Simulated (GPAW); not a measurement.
Consider Ti2MnO4 (Fd-3m).

```
Mn Ti O
1.0
     0.00000    4.32801    4.32801
     4.32801    0.00000    4.32801
     4.32801    4.32801    0.00000
Mn Ti O
2 4 8
Direct
  0.50000 0.50000 0.50000
  0.75000 0.75000 0.75000
  0.12500 0.62500 0.12500
  0.12500 0.12500 0.12500
  0.12500 0.12500 0.62500
  0.62500 0.12500 0.12500
  0.88633 0.34102 0.88633
  0.36367 0.36367 0.36367
  0.88633 0.88633 0.34102
  0.36367 0.36367 0.90898
  0.36367 0.90898 0.36367
  0.34102 0.88633 0.88633
  0.88633 0.88633 0.88633
  0.90898 0.36367 0.36367
```

Absorber: atom 7, with 1 Mn at 2.04 Å and 3 Ti at 2.07 Å (distorted tetrahedral, site symmetry 3m). Method: GPAW, LDA + U (Mn 4 eV), excited-electron core hole (neutral cell), 14-atom cell with 6.1 Å between holes, 4×4×4 k points, dipole transitions, Gaussian full width 0.9 eV up to 4 eV, rising linearly to 3.5 eV at 25 eV.

Where do the maxima of the O K edge fall?

Main maxima up to 24 eV above the zero (height): 0.9 eV (1.45), 2.9 eV (2.59), 5.6 eV (0.93), 9.2 eV (1.84) and 14.6 eV (0.88). A K edge sees empty p states; the first features are O p mixed into the empty d states of the Mn and Ti neighbours, and the broad ones above probably into the cations' higher empty bands. The total-energy difference is 526.39 eV. The functional leaves an error in such absolute values: in the free atom LDA prices this hole 4.1 eV below PBE (computed apart), and PBE is itself good to a few eV.

The O K spectrum (energy from the lowest empty level; intensity scaled to a mean of 1 over the first 20 eV):

```csv
E (eV),intensity
-2.0,0.00
-1.4,0.00
-0.8,0.03
-0.2,0.39
0.4,1.17
1.0,1.41
1.6,1.00
2.2,1.69
2.8,2.57
3.4,1.63
4.0,0.66
4.6,0.76
5.2,0.87
5.8,0.91
6.4,0.82
7.0,0.95
7.6,1.10
8.2,1.27
8.8,1.69
9.4,1.80
10.0,1.42
10.6,1.08
11.2,0.87
11.8,0.74
12.4,0.71
13.0,0.75
13.6,0.81
14.2,0.87
14.8,0.88
15.4,0.83
16.0,0.75
16.6,0.68
17.2,0.59
17.8,0.51
18.4,0.45
19.0,0.42
19.6,0.44
20.2,0.50
20.8,0.59
21.4,0.68
22.0,0.76
22.6,0.81
23.2,0.85
23.8,0.87
24.4,0.89
25.0,0.91
25.6,0.93
26.2,0.94
26.8,0.96
27.4,1.01
28.0,1.07
28.6,1.15
29.2,1.23
29.8,1.28
30.4,1.29
31.0,1.24
31.6,1.15
```

The hole lies in one spin channel, while the script sums the empty states of both and takes the lower zero; where the two channels are split, this blurs and shifts the curve. The unit cell's mesh shows no gap over 0.35 eV. That is right for a metallic compound; for a small-gap or correlated insulator it would be the fault of the functional or of the assumed magnetic order, and the hole would be screened too well. The spins start antiferromagnetically in a simple order, which needn't be the measured one; gap and edge can depend on it. The holes are only 6.1 Å apart, so the shape is probably not converged with cell size; no larger cell was run here. The mesh is coarse (0.31 Å⁻¹ between points), so small maxima may be mesh ripples. The structure is a computed Materials Project entry and may be a hypothetical form.

[Banner, clock and machine lines of the logs are left out without a mark of their own.]

[Logs are printed without paths, hosts, clocks, repeated set-up lines and the standing remarks that a program may print on its own settings, such as how far it seeks lower states.]

[Hosts, paths, dates, database ids (printed as entryN), source tags and the programs' standing remarks are cut or masked in the printed files.]

[Lists of maxima count a maximum above −3 eV only where it reaches 4 % of the highest in the window and stands out from its surroundings by 2 % of it (1.5 % where it reaches 55 %); shoulders and weaker maxima are passed over, and of the rest the first, up to two pre-edge ones and the few strongest are named.]
